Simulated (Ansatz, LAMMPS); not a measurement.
# Structural relaxation of glassy 40SiO2-28Al2O3-16Li2O-16SrO (mol %) (85 atoms), part 2 of 2

Aim: bring glassy 40SiO2-28Al2O3-16Li2O-16SrO (mol %) (85 atoms) to a nearby minimum of the energy and see what moves.

Ansatz 0.2.0; Kohn-Sham DFT, PBE, PAW (set soft_2), plane waves.

The cell: 10 Si, 14 Al, 8 Li, 4 Sr and 49 O. The quench rate of 6 K/ps is many orders above laboratory rates. The network of bonds at the start is that of the classical potential that made the cell. The Brillouin zone is sampled at Γ only, in a cell whose shortest periodic width is 10 Å.

So far, density (g/cm³): step 5 (distances and neighbours after relaxation) 2.79.

## Step 6: Single point at the relaxed geometry

One more single point at the end of the walk gives the fuller output and checks the residual forces.

input.yaml

```yaml
crystal:
  lattice:
    - [10.3272, 0.0, 0.0]
    - [0.0, 10.3272, 0.0]
    - [0.0, 0.0, 10.3272]
  atoms:
    - { symbol: Si, position: [0.7056, 0.32504, 0.29793] }
    - { symbol: Si, position: [0.90296, 0.54238, 0.92111] }
    - { symbol: Si, position: [0.25578, 0.29861, 0.82326] }
    - { symbol: Si, position: [0.14489, 0.5113, 0.12948] }
    - { symbol: Si, position: [0.26399, 0.71987, 0.9624] }
    - { symbol: Si, position: [0.22387, 0.26074, 0.45031] }
    - { symbol: Si, position: [0.7607, 0.98868, 0.85248] }
    - { symbol: Si, position: [0.83184, 0.67261, 0.44135] }
[... 73 atom lines left out ...]
    - { symbol: O, position: [0.35471, 0.34255, 0.44074] }
    - { symbol: O, position: [0.8379, 0.25578, 0.36092] }
    - { symbol: O, position: [0.95481, 0.58983, 0.78296] }
    - { symbol: O, position: [0.101, 0.27115, 0.81604] }
kpoints:
  mp_grid: { grid: [1, 1, 1] }
hamiltonian:
  xc: pbe
scf:
  occupations: { method: fermi_dirac, width: 0.025 }
output:
  forces: true
  stress: true
  populations: true
  dos:
    method: { smearing: { sigma: 0.08 } }
    de: 0.1
    projected: { site_lists: { Al: [Al], Li: [Li], O: [O], Si: [Si], Sr: [Sr] } }
  eigenvalues: true
  write_density: true
  write_potential: true
  volumetric_format: npy
  elf: true
```

Command:

```bash
ansatz run input.yaml --threads 4 --pin off --max-ram 8192MiB --backend cpu --events-out ev --progress --plain --runs-dir out
```

Elapsed: 17 s, on 4 threads of Arm Neoverse V1, shared host; peak memory 1.3 GiB; 64 s of CPU time.

The run gave:

```
free energy                                      : -57615.4766 eV
free energy per atom                             : -677.8291 eV/atom
SCF cycles                                       : 9
pressure                                         : 0.2795 GPa
r.m.s. force component                           : 0.00455 eV/Å
longest force                                    : 0.02122 eV/Å
Fermi energy                                     : 5.649 eV
gap (highest filled to lowest empty level) : 3.82 eV
spilling of the projection                       : 0.01106
```

Löwdin charges by element (they lack the spilled electrons, 0.057 e an atom on average):

```
element  coordination  atoms  mean charge (e)  spread  least    most
     Al           all     14             1.28  0.0373   1.20    1.33
     Li           all      8            0.822  0.0158  0.796   0.842
      O           all     49           -0.892  0.0607  -1.09  -0.785
     Si           all     10             1.67  0.0355   1.60    1.71
     Sr           all      4             1.86  0.0114   1.84    1.87
```

Density of states as counts of states in windows of 1 eV (from the Fermi level), total and the larger projections:

```
from (eV)  to (eV)  total   O p  Al p
      -14      -11    0.0   0.0   0.0
      -11      -10    4.0   2.7   0.0
      -10       -9    7.5   5.2   0.1
       -9       -8    9.2   6.5   0.3
       -8       -7   23.0  17.5   0.9
       -7       -6   31.1  24.2   1.8
       -6       -5   45.3  37.3   3.0
       -5       -4   55.9  50.0   2.0
       -4       -3   65.0  61.1   1.0
       -3       -2   50.6  48.6   0.5
       -2       -1    2.4   2.3   0.0
       -1        1    0.0   0.0   0.0
        1        2    1.6   0.0   0.0
        2        3    1.9   0.1   0.1
        3        4    6.7   0.6   1.0
        4        5   25.2   2.0   4.5
```

The curve was stored every 0.10 eV, coarse against its broadening of 0.08 eV, so these counts are rough.

Between -26 and -14 eV lie 122 more states.

About 24 of the 440 electrons lie in deeper levels, below the stored range.

The levels nearest the highest filled one (over half full), pooled over k-points and spins:

```
level less the highest filled one (eV)  occupation
                                -0.439           2
                                -0.395           2
                                -0.306           2
                                -0.216           2
                                -0.197           2
                                     0           2
                                  3.82           0
                                  4.83           0
                                  5.56           0
                                  5.63           0
                                  5.77           0
                                  5.94           0
```

ELF in the ac plane at fractional y = 0.313, with atoms of Si and Al and Li and Sr and O within 0.2 Å of it. It is the smooth field of the valence electrons, not physical close to the nuclei.

Values in units of 1e-1, 13 rows by 16 columns, each cell a mean:
```
6.0 1.6 1.0 4.5 7.7 7.6 5.1 3.0 7.8 5.9 8.0 1.5 1.3 2.7 1.3 1.8
4.2 7.4 6.3 3.0 5.0 5.2 1.8 1.2 5.5 6.7 4.9 1.1 4.1 6.3 4.0 0.6
5.5 8.0 7.8 3.5 2.2 2.4 0.9 1.8 5.1 4.5 1.4 0.3 1.3 2.6 1.3 0.5
2.4 4.3 3.9 2.1 5.2 4.9 1.5 5.9 6.0 6.7 6.3 0.4 0.2 0.8 4.9 6.0
4.8 0.3 0.3 0.5 2.3 2.9 0.8 4.5 8.1 7.9 4.7 0.3 0.0 2.4 7.8 8.6
1.5 3.4 3.1 1.2 0.9 1.8 1.9 0.5 1.5 1.4 0.9 0.4 0.1 0.4 2.8 3.5
5.1 7.8 7.9 3.6 5.2 7.6 7.8 2.9 2.0 6.6 6.6 2.1 0.8 2.5 1.2 0.4
3.0 6.1 5.8 2.4 6.3 7.5 7.9 3.3 3.8 8.0 7.8 3.2 4.3 7.6 6.4 1.0
5.7 0.7 0.9 1.2 2.0 4.0 3.7 1.2 1.7 3.9 4.5 2.0 6.6 7.8 6.7 2.9
4.7 2.3 3.5 2.2 0.5 0.3 0.9 1.5 0.7 2.8 4.0 1.6 2.3 3.1 2.1 2.5
2.1 7.3 8.1 7.6 1.9 0.6 1.7 2.9 1.1 3.0 3.8 1.6 0.9 0.7 1.2 0.4
0.9 5.5 7.3 4.8 1.2 1.0 0.7 0.7 0.9 1.0 0.7 0.4 1.9 5.6 6.5 2.3
5.2 1.1 1.0 2.6 6.8 6.9 2.9 0.6 5.9 6.6 5.3 1.4 2.7 5.4 5.4 2.0
```
Columns run along a (10.3 Å), rows up along c (10.3 Å). Atoms in or near the plane, at fractional coordinates: Si at (0.71, 0.30), Si at (0.26, 0.82), Al at (0.45, 0.06), Li at (0.02, 0.99), Li at (0.00, 0.30), Sr at (0.55, 0.71), O at (0.58, 0.95).

Valence density in the ac plane at fractional y = 0.313, with atoms of Si and Al and Li and Sr and O within 0.2 Å of it. It is the smooth field of the valence electrons, not physical close to the nuclei.

Values in e/Å³, 13 rows by 16 columns, each cell a mean:
```
3.1 0.3 0.1 0.4 2.9 2.7 0.4 0.2 2.3 5.5 1.5 0.2 0.2 0.3 0.1 0.5
0.3 1.1 0.8 0.4 0.7 0.6 0.1 0.1 0.6 1.2 0.4 0.1 0.3 0.4 0.2 0.1
0.5 2.4 1.6 0.4 0.2 0.3 0.1 0.2 0.7 0.6 0.1 0.0 0.1 0.1 0.1 0.1
0.3 0.3 0.2 0.2 0.4 0.4 0.2 0.8 2.4 2.3 0.5 0.0 0.0 0.1 0.3 0.6
0.4 0.1 0.0 0.0 0.1 0.1 0.1 0.4 1.6 1.4 0.3 0.0 0.0 0.1 0.6 1.1
0.1 0.2 0.2 0.1 0.1 0.1 0.1 0.0 0.1 0.1 0.0 0.0 0.0 0.0 0.1 0.2
0.2 1.1 1.1 0.4 0.6 1.9 1.2 0.1 0.1 0.4 0.3 0.1 0.0 0.1 0.0 0.0
0.2 0.6 0.7 0.3 0.8 3.0 2.0 0.2 0.2 1.2 1.2 0.3 0.4 0.8 0.3 0.1
2.7 0.1 0.1 0.1 0.1 0.2 0.2 0.1 0.1 0.4 0.5 0.3 0.8 1.4 0.6 1.0
1.8 0.2 0.3 0.2 0.1 0.0 0.1 0.1 0.1 0.2 0.4 0.2 0.3 0.2 0.1 0.7
0.1 0.8 2.4 0.9 0.1 0.1 0.2 0.2 0.1 0.2 0.3 0.2 0.1 0.1 0.1 0.0
0.1 0.4 0.9 0.4 0.1 0.1 0.1 0.1 0.1 0.1 0.1 0.1 0.1 0.3 0.3 0.1
2.1 0.2 0.1 0.2 1.0 1.1 0.3 0.1 0.6 0.9 0.4 0.1 0.2 0.4 0.3 0.4
```
Columns run along a (10.3 Å), rows up along c (10.3 Å). Atoms in or near the plane, at fractional coordinates: Si at (0.71, 0.30), Si at (0.26, 0.82), Al at (0.45, 0.06), Li at (0.02, 0.99), Li at (0.00, 0.30), Sr at (0.55, 0.71), O at (0.58, 0.95).

Mean Löwdin charges: Al +1.28, Li +0.82, O -0.89, Si +1.67, Sr +1.86 e (they miss 1.1 % of the electrons, so they add up to more than the cell's charge).

The surroundings of Sr34, one of the 4 Sr atoms, nearest first, numbered as they follow in the input and with coordinates relative to it.

```
atom      x      y      z  distance (Å)  bonds  Löwdin charge (e)
Sr34   0.00   0.00   0.00          0.00      5               1.85
 O84   0.06   2.07   1.24          2.41      3              -1.00
 O85   1.57  -1.22   1.58          2.54      4              -1.00
 O52  -1.22   0.15   2.24          2.56      3              -0.91
 O58   1.64  -0.17  -1.98          2.58      4              -0.90
 O63  -0.04   1.84  -1.94          2.68      3              -0.88
 Si2  -0.48   1.58   2.66          3.14      4               1.63
Al21   1.66   1.61  -2.32          3.28      4               1.29
Li26   0.68  -0.79   3.33          3.49      3               0.81
 O83  -1.15  -1.38  -3.12          3.60      3              -0.88
```

The column of bonds counts only the pairs O-Al within 2.23 Å, O-Si within 2.08 Å, O-Li within 2.27 Å, O-Sr within 3.05 Å; other neighbours, such as metal atoms beside each other in a compound, aren't counted, and periodic images can show an atom twice.

## Step 7: Changed: scf.algorithm = "density_mixing"

Changed here: scf.algorithm = "density_mixing".

input.yaml: that of step 6 with these lines changed.

```diff
@@ -6,3 +6,3 @@
   atoms:
-    [... the 85 atom lines of step 6 ...]
+    [... the 85 atom lines of step 3 ...]
 kpoints:
@@ -13,2 +13,3 @@
   occupations: { method: fermi_dirac, width: 0.025 }
+  algorithm: density_mixing
 output:
@@ -22,5 +23 @@
   eigenvalues: true
-  write_density: true
-  write_potential: true
-  volumetric_format: npy
-  elf: true
```

Wall time 16 s (4 threads); peak memory 1.3 GiB; 59 s of CPU time.

Geometry and reference: those of the single point at the start.

Forces differ from those of the single point at the start by 0 meV/Å r.m.s., 0 % of their size. It took 0.88 times the reference's time (shared host, so rough). The change had no effect here: energy, forces and cycles are those of the reference.

## Step 8: Results

* energy change in the relaxation: -39.15 meV/atom
* r.m.s. displacement: 0.134 Å
* largest displacement: 0.44 Å
* free energy per atom: -677.8291 eV/atom
* pressure: 0.2795 GPa
* r.m.s. force component: 0.00455 eV/Å
* gap (highest filled to lowest empty level): 3.82 eV
* wall time of the 4 DFT runs: 2.5 min

Relaxation lowers the energy by 39.1 meV/atom and moves atoms by 0.13 Å r.m.s.; the r.m.s. force component goes from 0.70 to 0.0046 eV/Å, the pressure goes from 4.9 to 0.28 GPa, and the gap from 3.08 to 3.82 eV. From the first step to the last the energy fell by 3.328 eV, and the largest move was 0.44 Å (Li25). The O-Sr bonds change most in mean length: from 2.727 Å (spread 0.141) to 2.612 Å (spread 0.122), and their number from 23 to 22. 88 % of the oxygens bridge two formers (Si and Al) and 8 % are non-bridging; 4 % join three. The highest filled and lowest empty levels differ by 3.82 eV (at Γ alone); a semilocal functional tends to put such gaps too low. In a disordered cell it changes from sample to sample, and tail or defect levels can set it.

What to keep in mind: The network of bonds at the start is that of the classical potential that made the cell; in DFT atoms moved by 0.13 Å r.m.s.

[Logs are printed without paths, hosts, clocks, repeated set-up lines and the standing remarks that a program may print on its own settings, such as how far it seeks lower states.]

[Hosts, paths, dates, database ids (printed as entryN), source tags and the programs' standing remarks are cut or masked in the printed files.]
